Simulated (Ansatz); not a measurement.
# CdPb2, from a guessed structure to a relaxed one, part 2 of 2

Starting from a made-up structure for CdPb2, the aim is the relaxed cell, its shortest contacts and, where a second run follows, its electronic structure.

Ansatz 0.2.0; DFT, PBE, plane-wave PAW, files of the set soft_1, scalar-relativistic, no spin, cell and ions relaxed at zero pressure; PAW set soft_1 (the session's first sound run).

So far: The structure; Relaxing cell and atoms. The relaxed cell has a = 5.103, c = 12.863 Å (conventional setting).

**3. Bands of the relaxed cell**

A second self-consistent run takes a narrower smearing and the mesh shown in its input; the bands follow along the standard path of the relaxed lattice.

This step: DFT, PBE, plane-wave PAW, files of the set soft_1, scalar-relativistic, no spin, bands and density of states at the relaxed cell; PAW set soft_1 (Ansatz 0.2.0).

input.yaml

```yaml
crystal:
  lattice:
    - [2.551287541, 1.4729865484, 4.2877499755]
    - [-2.551287541, 1.4729865484, 4.2877499755]
    - [0.0, -2.9459730972, 4.2877499753]
  atoms:
    - { symbol: Pb, position: [0.2465221362, 0.2465221362, 0.2465221362] }
    - { symbol: Pb, position: [0.7534778638, 0.7534778638, 0.7534778638] }
    - { symbol: Cd, position: [0.0, 0.0, 0.0] }
kpoints:
  mp_grid: { grid: [8, 8, 8] }
  band_path:
    path:
      - [[0.0, 0.0, 0.0], [0.5, 0.0, 0.0], [0.5, 0.2453436, -0.2453436]]
      - [[0.7546564, 0.5, 0.2453436], [0.5, 0.5, 0.5], [0.0, 0.0, 0.0], [0.3726718, 0.0, -0.3726718]]
      - [[0.6273282, 0.3726718, 0.0], [0.5, 0.5, 0.0], [0.6273282, 0.6273282, 0.2453436], [0.5, 0.5, 0.5]]
      - [[0.5, 0.0, 0.0], [0.7546564, 0.3726718, 0.3726718]]
    npoints: 8
scf:
  occupations: { method: fermi_dirac, width: 0.03 }
  n_extra_bands: 7
hamiltonian:
  xc: pbe
  pseudopotentials: { kind: paw, azcp: { folder: soft_1 } }
output:
  forces: true
  stress: true
  write_bands: true
  dos: { projected: true }
  write_density: true
  write_potential: true
  elf: true
  volumetric_format: npy
```

The run is started by

```
> ansatz run input.yaml --threads 4 --pin off --max-ram 10240MiB --backend cpu --events-out ev --progress --plain --runs-dir out
```

Numbers of over 12 decimals in the logs are rounded to 6 here.

The log of the run:

```text
[...]
Crystal: 3 atoms, lattice volume = 96.681 Å³
Basis set: ecut = 420 eV, 1887 PW (Γ), exchange–correlation on 72×72×72 points (8 copies of the dense FFT grid, shifted against one another)
Bands: 31, of which v1, the nominal top of the filled ones, is band 24 counted from 1 (23 counted from 0)
Symmetry: 12 space group operations
[...]
k-points: 65 of 512
[...]
SCF iter   1: F=—  HF=-32072.760698 eV  |F-HF|=—  |Δ(HF+E_count)|=         —  Δρ=3.55e-2  dr2=2.20e0  ethr=3.10e-3  ⟨swp⟩=7.8  Hψ=9370  notcnv=0
[...]
SCF iter   8: F=-32071.949796 eV  HF=-32071.949796 eV  |F-HF|=5.14e-8  |Δ(HF+E_count)|=   3.85e-8  Δρ=7.89e-6  dr2=7.84e-8  ethr=2.08e-10  ⟨swp⟩=15.9  Hψ=16576  notcnv=0
SCF 1 converged in 8 iterations: F = -32071.949796 eV  dr2 = 7.84e-8
[...]
NSCF: frozen V_eff on 76 k-points
SCF converged after 8 iterations
Free energy (F): -32071.949796 eV
[...]
Internal energy: -32071.943732 eV  (E = F + TS)
E sigma→0 (E₀):  -32071.946764 eV
Entropy (-TS):   -0.006064 eV (-2.021 meV/atom)
Fermi energy:    9.513070 eV
[...]
--- Forces (eV/Å), atoms counted from 1 ---
  atom   1  Pb     0.00000000     0.00000000    -0.03700238
  atom   2  Pb    -0.00000000    -0.00000000     0.03700238
  atom   3  Cd     0.00000000     0.00000000    -0.00000000
  max |Σ_I F_I| component: 2.08e-17 eV/Å
--- Stress (GPa, compression-positive) ---
       -0.000821       0.000000       0.000000
        0.000000      -0.000821      -0.000000
       -0.000000      -0.000000       0.286280
  P = ⅓ Tr σ = 0.0949 GPa (0.949 kbar)
--- Band table (eV; the first three rows and the last of 65) ---
  k-point 0: bands = [... 20 lower, 3.3735, 9.3272, 9.5919, 9.5919, 10.4105, 11.0696, 11.2827, 11.2827, ... 3 higher]
  k-point 1: bands = [... 20 lower, 3.2648, 8.8549, 9.2570, 9.4842, 9.8832, 11.0994, 11.1862, 12.5635, ... 3 higher]
  k-point 2: bands = [... 20 lower, 2.8728, 7.8226, 9.0877, 9.3048, 9.6889, 10.8154, 10.8888, 13.0073, ... 3 higher]
  k-point 64: bands = [... 20 lower, 1.6246, 7.1775, 9.1061, 9.1061, 9.7036, 10.5299, 10.5299, 14.8841, ... 3 higher]
```

Wall time 6 s (4 threads of Arm Neoverse V1, shared host); peak memory 0.48 GiB.

This step gave:

```
free energy             : -32071.9498 eV
energy at zero smearing : -32071.9468 eV
smearing term TS        : 0.006064 eV
Fermi energy            : 9.513 eV
pressure                : 0.09488 GPa
```

From bands.tsv, the bands that come nearest the Fermi level along the path, at its corners, in eV from the Fermi level:

| point | band 21 | band 22 | band 23 | band 24 | band 25 | band 26 | band 27 | band 28 |
| --- | --- | --- | --- | --- | --- | --- | --- | --- |
| Γ | -6.14 | -0.19 | 0.08 | 0.08 | 0.90 | 1.56 | 1.77 | 1.77 |
| L | -7.90 | -2.37 | -0.62 | -0.31 | -0.09 | 0.68 | 0.88 | 5.23 |
| B1 | -7.72 | -4.66 | -2.92 | 0.19 | 0.27 | 2.85 | 4.25 | 4.97 |
| B | -7.72 | -4.66 | -2.92 | 0.19 | 0.27 | 2.85 | 4.25 | 4.97 |
| Z | -7.89 | -2.34 | -0.41 | -0.41 | 0.19 | 1.02 | 1.02 | 5.37 |
| Γ | -6.14 | -0.19 | 0.08 | 0.08 | 0.90 | 1.56 | 1.77 | 1.77 |
| X | -7.45 | -4.52 | -2.00 | -1.98 | 2.24 | 2.57 | 3.25 | 5.19 |
| Q | -7.45 | -4.52 | -2.00 | -1.98 | 2.24 | 2.57 | 3.25 | 5.19 |
| F | -6.68 | -4.82 | -2.46 | -2.30 | 1.08 | 4.55 | 4.60 | 5.60 |
| P1 | -7.43 | -4.60 | -1.93 | -1.89 | 2.30 | 2.43 | 3.35 | 5.15 |
| Z | -7.89 | -2.34 | -0.41 | -0.41 | 0.19 | 1.02 | 1.02 | 5.37 |
| L | -7.90 | -2.37 | -0.62 | -0.31 | -0.09 | 0.68 | 0.88 | 5.23 |
| P | -7.43 | -4.60 | -1.93 | -1.89 | 2.30 | 2.43 | 3.35 | 5.15 |

Counts of states for the cell as run, both spins, by energy window (eV from the Fermi level):

```
from  to  total
  -8  -7   1.35
  -7  -6   0.68
  -6  -5   0.00
  -5  -4   0.63
  -4  -3   0.74
  -3  -2   1.21
  -2  -1   1.64
  -1   0   1.78
   0   1   1.22
   1   2   1.68
   2   3   2.04
   3   4   1.96
```

A further 40.0 states lie below the table's range.

Valence density in the ac plane of the cell as run, not the conventional one, at fractional y = 0.000, with atoms of Cd within 0.2 Å of it. It is the smooth field of the valence electrons, not physical close to the nuclei.

Ten steps, logarithmic in the rise over the least value, from '_' (0 e/Å³) to '@' (22 e/Å³), each cell a mean:
```
@@%%++::______________..==%%
**##++::________________..==
::--::..______......______..
______________..::::..______
________________..::::..____
__________________......____
______....__________________
____....::..________________
______..::::..______________
______....::..________......
--..______....______..--++++
##==..______________..==##%%
@@%%==..______________--##@@
```
Columns run along a (5.2 Å), rows up along c (5.2 Å). Atoms in or near the plane, at fractional coordinates: Cd at (0.00, 0.00).

ELF in the ac plane of the cell as run, not the conventional one, at fractional y = 0.000, with atoms of Cd within 0.2 Å of it. It is the smooth field of the valence electrons, not physical close to the nuclei.

Ten even steps from '0' (0.20) to '9' (0.90), each cell a mean:
```
96200000000015
23100011111001
00000012221100
00000012232110
00000001232210
01111000122210
01122100011110
01122210001110
00123321000000
00112221100000
00011221100011
41000111100136
94100000000039
```
Columns run along a (5.2 Å), rows up along c (5.2 Å). Atoms in or near the plane, at fractional coordinates: Cd at (0.00, 0.00).

Electrostatic potential energy in the ac plane of the cell as run, not the conventional one, at fractional y = 0.000, with atoms of Cd within 0.2 Å of it. With pseudopotentials it is smooth inside the atoms' cores, unlike the true potential.

Values in eV, 13 rows by 14 columns, each cell a mean:
```
-20 -20 -14   1  10  11  11  10  10  11  10   6  -9 -19
-16 -17 -13   0   9  10  10   8   8   9  10  10   5  -8
  0  -5  -3   4   9  10   9   6   3   4   7  10  10   7
 10   8   8   9  10  11   9   5   0  -3   2   7  10  11
 11  11  10  10  11  11  11   8   3  -3  -2   4   9  11
 11  10   9   9  10  11  11  10   7   4   2   5   8  10
 11  10   7   5   6   8  10  11  10   9   7   7   9  10
 11  10   6   2  -1   3   7  10  11  11  10  10  10  11
 11  11   8   3  -3  -2   4   8  11  11  10  10  10  11
  9  10  10   7   2   0   3   7  10  10   9   5   3   5
 -5   6  10  10   8   6   6   8  10  10   6  -4 -12 -11
-18  -9   5  10  11  10   9  10  11  10   6  -8 -18 -20
-20 -19  -7   7  11  11  11  11  11  11   9  -3 -17 -20
```
Columns run along a (5.2 Å; values clipped at the 3rd and 97th percentile), rows up along c (5.2 Å). Atoms in or near the plane, at fractional coordinates: Cd at (0.00, 0.00).

**4. Outcome**

```json
{"space group, relaxed": "R-3m", "conventional cell": "a = 5.103, b = 5.103, c = 12.863 Å; α = 90.0°, β = 90.0°, γ = 120.0°", "volume per atom": "32.23 Å³ (guess 29.83)"}
```

What this shows: CdPb2 relaxes to R-3m with a = 5.103, b = 5.103 and c = 12.863 Å. The guessed volume was 7 % too small. The space group R-3m was held in the relaxation, so the end point is a stationary structure within it and may be a saddle against distortions or other arrangements. Bands cross the Fermi level, so it is a metal or semimetal at this level. On the 8×8×8 mesh with the narrower smearing (relaxed on 7×7×7) the largest force component is 0.037 eV/Å and the largest stress component is 0.286 GPa, against the relaxation's thresholds of 0.015 eV/Å and 0.05 GPa. The cutoff wasn't tested. A vector of the cell changed its length by 17 %, more than the volume shows. Spin-orbit coupling is left out, which can matter for elements this heavy. No dispersion term is used, so weakly bound directions may come out too long. Nothing here tests whether the compound is stable against decomposition.

[Logs are printed without paths, hosts, clocks, repeated set-up lines and the standing remarks that a program may print on its own settings, such as how far it seeks lower states.]

[Hosts, paths, dates, database ids (printed as entryN), source tags and the programs' standing remarks are cut or masked in the printed files.]
